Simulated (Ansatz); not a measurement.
# Phonons of CaAgPd in the AlB2 type

Question: is the lattice of CaAgPd in the AlB2 type stable, and if so, what are its coupling constant and resistivity?

Program: Ansatz 0.2.0. Level of theory: DFT PBEsol, scalar-relativistic, plane waves, PAW; PAW set soft_1. Results are calculated unless marked as measured.

Report form: the programs' logs are mostly left out.

The structure was built from a prototype and need not be the compound's stable phase.

**1. The structure**

Symmetry: P-6m2, No. 187, hexagonal system. The conventional cell has a = 4.358 Å, b = 4.358 Å, c = 4.576 Å, α = 90.00°, β = 90.00°, γ = 120.00°. Ca has 6 Ag at 3.40 Å and 6 Pd at 3.40 Å nearest. Ag has 3 Pd at 2.52 Å and 6 Ca at 3.40 Å nearest. Nearest to Pd lie 3 Ag at 2.52 Å and 6 Ca at 3.40 Å. Farther neighbours are not listed.

Coordinates:

```cif
data_structure
_symmetry_space_group_name_H-M 'P-6m2'
_symmetry_Int_Tables_number 187
_cell_length_a 4.3579
_cell_length_b 4.3579
_cell_length_c 4.5758
_cell_angle_alpha 90.000
_cell_angle_beta 90.000
_cell_angle_gamma 120.000
_cell_volume 75.26
loop_
_atom_site_label
_atom_site_type_symbol
_atom_site_symmetry_multiplicity
_atom_site_Wyckoff_symbol
_atom_site_fract_x
_atom_site_fract_y
_atom_site_fract_z
_atom_site_occupancy
Ca1 Ca 1 a 0.00000 0.00000 0.00000 1
Ag1 Ag 1 d 0.33333 0.66667 0.50000 1
Pd1 Pd 1 f 0.66667 0.33333 0.50000 1
```

**2. Relaxation**

The structure is brought to rest under this functional.

input.yaml reads:

```yaml
crystal:
  lattice:
    - [4.35786, 0.0, 0.0]
    - [-2.17893, 3.77402, 0.0]
    - [0.0, 0.0, 4.57575]
  atoms:
    - { symbol: Ca, position: [0.0, 0.0, 0.0] }
    - { symbol: Ag, position: [0.33333333, 0.66666667, 0.5] }
    - { symbol: Pd, position: [0.66666667, 0.33333333, 0.5] }
kpoints:
  mp_grid: { grid: [9, 9, 6] }
hamiltonian:
  xc: pbesol
  pseudopotentials: { kind: paw, azcp: { folder: soft_1 }, xc_functional: pbe }
scf:
  occupations: { method: gaussian, width: 0.1 }
output:
  forces: true
  stress: true
  eigenvalues: true
relax:
  adjacent_minimum: "off"
  f_tol: 0.005
  max_steps: 80
  cell: { stress_tol: 0.05 }
```

The run is started by

```console
$ ansatz run input.yaml --threads 4 --pin off --max-ram 12288MiB --backend cpu --events-out ev --progress --plain --runs-dir out
```

Elapsed: 31 s, on 4 threads of Intel Xeon at 2.60GHz (Ice Lake), shared host; peak memory 0.55 GiB; 1.9 min of CPU time.

The steps of the relaxation:

```tsv
step	energy less that of the first step (eV)	largest force component (eV/Å)	pressure (GPa)	volume (Å³)
1	0.0000	0.0000	-2.16	75.26
2	-0.1867	0.0000	-1.88	72.65
3	-0.3309	0.0000	-0.72	69.46
4	-0.4485	0.0000	-1.09	67.68
5	-0.5174	0.0000	0.43	64.42
6	-0.5470	0.0000	-0.15	63.18
7	-0.5476	0.0000	0.12	62.54
8	-0.5478	0.0000	-0.01	62.80
9*	-0.5472	0.0000	-0.02	62.80
```

Relaxation steps marked * repeat the geometry before them on a plane-wave basis chosen anew for their cell, so energy and pressure can jump there.

Forces are held to the 12 operations that the run works with; a distortion that breaks them can't arise in this run.

```tsv
cell as run	before	after	change
a (Å)	4.358	4.571	+4.9 %
b (Å)	4.358	4.571	+4.9 %
c (Å)	4.576	3.471	-24.1 %
volume (Å³/atom)	25.09	20.93	-16.6 %
```

The relaxed structure:

```xyz
3
Lattice="4.5706 0.0000 0.0000 -2.2853 3.9583 0.0000 0.0000 0.0000 3.4709" Properties=species:S:1:pos:R:3 pbc="T T T"
Ca    0.0000    0.0000    0.0000
Ag    0.0000    2.6389    1.7355
Pd    2.2853    1.3194    1.7355
```

This step gave:

- pressure: -0.01643 GPa
- volume per atom: 20.93 Å³/atom
- metallic on mesh: yes
- gap on the k-mesh: 0 eV

The largest force is now zero by symmetry and the largest stress component 0.036 GPa.

**3. Relaxing cell and atoms**

The cell moved far, so the relaxation is started again from the new cell to confirm it.

input.yaml, the sections that differ from step 2:

```yaml
crystal:
  lattice:
    - [4.5706408348, 0.0, 0.0]
    - [-2.2853204174, 3.9582910745, 0.0]
    - [0.0, 0.0, 3.4709218397]
  atoms:
    - { symbol: Ca, position: [0.0, 0.0, 0.0] }
    - { symbol: Ag, position: [0.3333333333, 0.6666666667, 0.5] }
    - { symbol: Pd, position: [0.6666666667, 0.3333333333, 0.5] }
kpoints:
  mp_grid: { grid: [9, 9, 8] }
# hamiltonian, scf, output, relax: as in step 2
```

Run time: 14 s. Hardware: 4 threads; peak memory 0.53 GiB.

The steps of the relaxation:

```tsv
step	energy less that of the first step (eV)	largest force component (eV/Å)	pressure (GPa)	volume (Å³)
1	0.0000	0.0000	-0.06	62.80
2	-0.0008	0.0000	-0.01	62.56
3	-0.0010	0.0000	-0.02	62.44
4	-0.0009	0.0000	-0.02	62.44
```

The log counts 1 steps on a newly chosen plane-wave basis, not all of them marked here; energy and pressure can jump at such steps.

```tsv
conventional cell, symmetrised	before	after	change
a (Å)	4.571	4.582	+0.2 %
b (Å)	4.571	4.582	+0.2 %
c (Å)	3.471	3.435	-1.0 %
volume (Å³/atom)	20.93	20.81	-0.6 %
```

Final coordinates:

```xyz
3
Lattice="4.5818 0.0000 0.0000 -2.2909 3.9679 0.0000 0.0000 0.0000 3.4347" Properties=species:S:1:pos:R:3 pbc="T T T"
Ca    0.0000    0.0000    0.0000
Ag    0.0000    2.6453    1.7174
Pd    2.2909    1.3226    1.7174
```

Numbers from this step:

```
pressure        : -0.01765 GPa
volume per atom : 20.81 Å³/atom
```

The largest force is now zero by symmetry and the largest stress component 0.026 GPa.

**4. Tight relaxation**

No force is left; the cell is relaxed once more with another smearing and tight thresholds.

input.yaml, the sections that differ from step 3:

```yaml
crystal:
  lattice:
    - [4.5817764207, 0.0, 0.0]
    - [-2.2908882103, 3.9679347748, 0.0]
    - [0.0, 0.0, 3.4347374921]
  atoms:
    - { symbol: Ca, position: [0.0, 0.0, 0.0] }
    - { symbol: Ag, position: [0.3333333333, 0.6666666667, 0.5] }
    - { symbol: Pd, position: [0.6666666667, 0.3333333333, 0.5] }
kpoints:
  mp_grid: { grid: [6, 6, 8] }
scf:
  occupations: { method: methfessel_paxton, width: 0.2 }
relax:
  adjacent_minimum: "off"
  f_tol: 0.001
  max_steps: 60
  cell: { stress_tol: 0.01 }
# hamiltonian, output: as in step 3
```

Wall time 9.4 s (4 threads); peak memory 0.5 GiB.

Step by step:

```tsv
step	energy less that of the first step (eV)	largest force component (eV/Å)	pressure (GPa)	volume (Å³)
1	0.0000	0.0000	-0.08	62.44
2	-0.0007	0.0000	0.06	62.50
3	-0.0007	0.0000	-0.03	62.67
4	-0.0007	0.0000	0.00	62.63
5	-0.0007	0.0000	0.00	62.63
```

The log counts 1 steps on a newly chosen plane-wave basis, not all of them marked here; energy and pressure can jump at such steps.

```tsv
conventional cell, symmetrised	before	after	change
a (Å)	4.582	4.570	-0.3 %
b (Å)	4.582	4.570	-0.3 %
c (Å)	3.435	3.463	+0.8 %
volume (Å³/atom)	20.81	20.88	+0.3 %
```

The relaxed structure:

```cif
data_structure
_symmetry_space_group_name_H-M 'P 1'
_symmetry_Int_Tables_number 1
_cell_length_a 4.5698
_cell_length_b 4.5698
_cell_length_c 3.4630
_cell_angle_alpha 90.000
_cell_angle_beta 90.000
_cell_angle_gamma 120.000
_cell_volume 62.63
loop_
_atom_site_label
_atom_site_type_symbol
_atom_site_fract_x
_atom_site_fract_y
_atom_site_fract_z
_atom_site_occupancy
Ca1 Ca 0.00000 0.00000 0.00000 1
Ag2 Ag 0.33333 0.66667 0.50000 1
Pd3 Pd 0.66667 0.33333 0.50000 1
```

Numbers from this step:

```yaml
pressure: 0.003697 GPa
volume_per_atom: 20.88 Å³/atom
```

The largest force is now zero by symmetry and the largest stress component 0.0056 GPa, small enough for phonons.

**5. Lattice stability: q 2×2×2, k 4×4×4**

Couplings are defined for a stable lattice alone, so phonons come first.

input.yaml reads:

```yaml
crystal:
  lattice:
    - [4.5698303463, 0.0, 0.0]
    - [-2.2849151731, 3.9575891709, 0.0]
    - [0.0, 0.0, 3.4630458855]
  atoms:
    - { symbol: Ca, position: [0.0, 0.0, 0.0] }
    - { symbol: Ag, position: [0.3333333333, 0.6666666667, 0.5] }
    - { symbol: Pd, position: [0.6666666667, 0.3333333333, 0.5] }
kpoints:
  mp_grid: { grid: [4, 4, 4] }
hamiltonian:
  xc: pbesol
  pseudopotentials: { kind: paw, azcp: { folder: soft_1 }, xc_functional: pbe }
scf:
  occupations: { method: methfessel_paxton, width: 0.2 }
output:
  eigenvalues: true
phonons:
  method: dfpt
  qmesh: [2, 2, 2]
  temperatures: { t_max: 1000, t_step: 50 }
  qpath:
    path:
      - [[0.0, 0.0, 0.0], [0.5, 0.0, 0.0], [0.33333333, 0.33333333, 0.0], [0.0, 0.0, 0.0], [0.0, 0.0, 0.5], [0.5, 0.0, 0.5], [0.33333333, 0.33333333, 0.5], [0.0, 0.0, 0.5]]
      - [[0.5, 0.0, 0.5], [0.5, 0.0, 0.0]]
      - [[0.33333333, 0.33333333, 0.5], [0.33333333, 0.33333333, 0.0]]
    npoints: 10
```

Wall time 25 s (4 threads); peak memory 0.63 GiB; 90 s of CPU time.

Numbers from this step:

| Quantity | Value |
| --- | --- |
| share of imaginary modes in the plain interpolation between solved wavevectors | 0.0882 |
| highest frequency, solved or plainly interpolated | 232.9 cm⁻¹ |

Solved on the 2×2×2 mesh alone; all other wavevectors are interpolated. Phonon branches along the path, in cm⁻¹:

```tsv
point	branch 1	branch 2	branch 3	branch 4	branch 5	branch 6	branch 7	branch 8	branch 9
Γ	0	0	0	55	152	152	160	187	187
halfway	33	35	56	80	138	142	156	182	193
M	48	52	59	110	126	151	152	164	197
halfway	50	51	60	110	127	151	152	167	194
K	50	51	62	110	128	150	154	169	191
halfway	38	39	56	90	134	143	155	181	193
Γ	0	0	0	55	152	152	160	187	187
halfway	26	42	42	46	145	145	184	184	195
A	-36	48	64	64	135	135	181	181	229
halfway	-45	-15	61	86	137	142	172	184	229
L	-68	-17	58	113	139	147	154	186	230
halfway	-64	-35	55	122	139	148	151	183	232
H	-54	-53	52	137	139	141	149	180	233
halfway	-47	-28	59	93	138	144	169	183	230
A	-36	48	64	64	135	135	181	181	229
jump to L	-68	-17	58	113	139	147	154	186	230
halfway	-30	36	56	112	132	149	156	192	198
M	48	52	59	110	126	151	152	164	197
jump to H	-54	-53	52	137	139	141	149	180	233
halfway	-16	16	50	120	133	152	160	175	205
K	50	51	62	110	128	150	154	169	191
```

Lowest modes at the softest wavevector of the mesh. Modes at q = (0.000, 0.500, 0.500), with each element's share of the kinetic energy (negative means imaginary):

```tsv
mode	frequency (cm⁻¹)	Ca %	Ag %	Pd %
1	-68.3	16	38	46
2	-17.4	2	47	51
3	58.5	0	48	52
4	113.4	1	50	50
5	139.3	100	0	0
6	147.1	82	15	4
```

Displacements in mode 1 (-68.3 cm⁻¹), the largest set to 1, in the home cell:
```
Ca1  0.00 -0.97  0.00
Ag2  0.00  0.00 -0.90
Pd3  0.00  0.00 -1.00
```

Displacements in mode 3 (58.5 cm⁻¹), the largest set to 1, in the home cell:
```
Ca1  0.00  0.00  0.00
Ag2 -0.96  0.00  0.00
Pd3 -1.00  0.00  0.00
```

Among the solved wavevectors the lowest mode, translations apart, is -68.3 cm⁻¹, imaginary.

**6. Phonons by linear response: q 3×3×2, k 6×6×6**

An imaginary mode on so few k-points may come from the sampling, so the phonons are repeated with another q and k mesh.

input.yaml: that of step 5 with these lines changed.

```diff
@@ -10,3 +10,3 @@
 kpoints:
-  mp_grid: { grid: [4, 4, 4] }
+  mp_grid: { grid: [6, 6, 6] }
 hamiltonian:
@@ -20,3 +20,3 @@
   method: dfpt
-  qmesh: [2, 2, 2]
+  qmesh: [3, 3, 2]
   temperatures: { t_max: 1000, t_step: 50 }
```

The job ended after 97 s (4 threads; peak memory 0.78 GiB).

Numbers from this step:

```yaml
share_of_imaginary_modes_in_the_plain_interpolation_between_solved_wavevectors: 0.0652
highest_frequency_solved_or_plainly_interpolated: 250.4 cm⁻¹
```

Solved on the 3×3×2 mesh alone; all other wavevectors are interpolated. Phonon branches along the path, in cm⁻¹:

```tsv
point	branch 1	branch 2	branch 3	branch 4	branch 5	branch 6	branch 7	branch 8	branch 9
Γ	0	0	0	60	152	152	161	188	188
halfway	34	36	61	82	140	148	158	183	194
M	52	53	62	112	124	153	155	170	198
halfway	51	55	63	111	127	152	155	171	195
K	50	56	65	110	129	150	155	174	190
halfway	37	41	61	92	136	149	156	182	194
Γ	0	0	0	60	152	152	161	188	188
halfway	34	42	42	51	145	145	187	187	208
A	-28	52	64	64	135	135	185	185	250
halfway	-38	20	62	86	138	142	176	188	236
L	-63	-6	61	116	141	148	156	189	228
halfway	-60	-32	56	125	140	150	154	187	231
H	-52	-51	52	140	140	145	152	185	233
halfway	-40	-16	60	93	138	144	173	187	235
A	-28	52	64	64	135	135	185	185	250
jump to L	-63	-6	61	116	141	148	156	189	228
halfway	-13	41	57	114	132	152	159	194	197
M	52	53	62	112	124	153	155	170	198
jump to H	-52	-51	52	140	140	145	152	185	233
halfway	14	23	50	121	135	154	165	179	204
K	50	56	65	110	129	150	155	174	190
```

Lowest modes at the softest wavevector of the mesh. Modes at q = (-0.333, -0.333, 0.500), with each element's share of the kinetic energy (negative means imaginary):

```tsv
mode	frequency (cm⁻¹)	Ca %	Ag %	Pd %
1	-52.1	17	83	0
2	-50.6	6	0	94
3	51.6	0	50	50
4	140.0	0	0	100
5	140.1	94	0	6
6	144.7	0	100	0
```

Displacements in mode 1 (-52.1 cm⁻¹), the largest set to 1, in the home cell (x, y, z of the real part, then of the imaginary part):
```
Ca1 0.00 0.53 0.00 0.53 0.00 0.00
Ag2 0.00 0.00 1.00 0.00 0.00 0.00
Pd3 0.00 0.00 0.00 0.00 0.00 0.00
```

Displacements in mode 6 (144.7 cm⁻¹), the largest set to 1, in the home cell (x, y, z of the real part, then of the imaginary part):
```
Ca1  0.00  0.00  0.00  0.00  0.00  0.00
Ag2  0.87 -0.50  0.00 -0.50 -0.87  0.00
Pd3  0.00  0.00  0.00  0.00  0.00  0.00
```

The modes has structure finer than the step of the table below, so its rows give means over 10 cm⁻¹, whole bins alone (the curve runs from -71.8 to 267 cm⁻¹). Peaks (cm⁻¹: height): Ag 56.1: 0.0473, 111.5: 0.0206, 188.3: 0.0479; Ca 139.2: 0.0754, 149.9: 0.0807, 228.8: 0.0202; Pd -29.2: 0.0109, 51.8: 0.0473, 111.5: 0.0136, 130.7: 0.0157, 188.3: 0.0405.

Phonopy on the run's constants, 15x15x17 mesh, Gaussian sigma 2.4 cm⁻¹. Modes against wavenumber; means over each step; values in 1/cm⁻¹/cell:

```tsv
wavenumber (cm⁻¹)	Ag	Ca	Pd
-60	0.00225	9.0e-4	0.00277
-50	0.00400	0.00148	0.00588
-40	0.00331	0.00107	0.00656
-30	0.00410	0.00102	0.00966
-20	0.00321	5.1e-4	0.00616
-10	0.00215	2.7e-4	0.00288
0	5.0e-4	5.0e-5	9.2e-4
10	0.00393	5.4e-4	0.00470
20	0.00820	0.00144	0.0105
30	0.0136	0.00228	0.0139
40	0.0215	0.00282	0.0196
50	0.0378	0.00244	0.0385
60	0.0359	9.6e-4	0.0267
70	0.00499	2.4e-4	0.00385
80	0.00448	2.7e-4	0.00450
90	0.00544	2.8e-4	0.00550
100	0.00770	5.5e-4	0.00739
110	0.0160	0.00430	0.0113
120	0.00730	0.00386	0.00606
130	0.00230	0.0261	0.0131
140	0.00272	0.0638	0.00874
150	0.00952	0.0665	0.0110
160	0.0108	0.0272	0.00960
170	0.0139	0.0160	0.0107
180	0.0208	0.0131	0.0166
190	0.0392	0.0108	0.0328
200	0.0110	0.00917	0.00868
210	0.00119	0.00872	6.0e-4
220	9.6e-4	0.0117	3.8e-4
230	0.00102	0.0162	3.5e-4
240	1.1e-4	0.00445	2.1e-5
250	4.9e-6	8.4e-4	0
260	0	3.0e-6	0
```

No LO-TO term; unit eigenvectors of the mass-weighted matrix. Modes at Γ, with each element's share of the kinetic energy:

```tsv
mode	frequency (cm⁻¹)	symmetry	Ca %	Ag %	Pd %
1	0.0	unnamed	16	42	42
2	0.0	unnamed	16	42	42
3	0.0	unnamed	16	42	42
4	60.1	A2''	0	48	52
5	151.8	E'	79	1	20
6	151.8	E'	79	1	20
7	160.8	A2''	84	10	6
8	188.5	E'	5	57	39
9	188.5	E'	5	57	39
```

Displacements in mode 4 (60.1 cm⁻¹), the largest set to 1:
```
Ca1  0.00  0.00 -0.09
Ag2  0.00  0.00 -0.95
Pd3  0.00  0.00  1.00
```

Displacements in mode 7 (160.8 cm⁻¹), the largest set to 1:
```
Ca1  0.00  0.00  1.00
Ag2  0.00  0.00 -0.21
Pd3  0.00  0.00 -0.17
```

Among the solved wavevectors the lowest mode, translations apart, is -52.1 cm⁻¹, imaginary.

**7. Resistivity: q 3×3×2, k 6×6×6, scattering 8×8×12**

Phonons, couplings and the Boltzmann equation in one run.

input.yaml: that of step 6 with these lines changed.

```diff
@@ -28 +28,4 @@
     npoints: 10
+  electrical_resistivity:
+    mesh: [8, 8, 12]
+    temperatures: [20.0, 50.0, 77.0, 100.0, 150.0, 200.0, 300.0, 400.0, 600.0, 800.0]
```

Run time: 2 min. Hardware: 4 threads; peak memory 0.81 GiB.

The run ended with an error.

The program's message: “electrical resistivity: the mode of lowest frequency at the wavevector [0.0000, -0.5000, -0.5000] is imaginary, -62.79 cm⁻¹ (written negative): the force constants describe an unstable lattice; relax …”

The run stops because a mode is imaginary on the scattering mesh, where no scattering rate is defined; denser k meshes, other smearings and, between solved wavevectors, finer q meshes show whether the instability is real.

**8. Results**

| Quantity | Value |
| --- | --- |
| phonon run of the rows without a label of their own | PBEsol, q 3×3×2, k 6×6×6 |
| softest mode on the q mesh | -52.1 cm⁻¹ at q = (-0.333, -0.333, 0.5) |
| highest frequency, solved or plainly interpolated | 250 cm⁻¹ |

In words: The lattice is dynamically unstable at this level: a mode at q = (-0.333, -0.333, 0.5) is imaginary, 52.1i cm⁻¹, so no harmonic coupling constant or resistivity is defined for this structure. These meshes are coarse, and single modes of a metal can move by tens of cm⁻¹ with the k mesh. The coarser mesh found an imaginary mode at another wavevector, which this mesh lacks. The phonon runs are not spin-polarised. The PAW files were made for PBE; under other functionals the run regenerates their frozen core. The structure was built by hand as an ordered model, and its stability against other phases was not tested.

[Logs are printed without paths, hosts, clocks, repeated set-up lines and the standing remarks that a program may print on its own settings, such as how far it seeks lower states.]

[Hosts, paths, dates, database ids (printed as entryN), source tags and the programs' standing remarks are cut or masked in the printed files.]
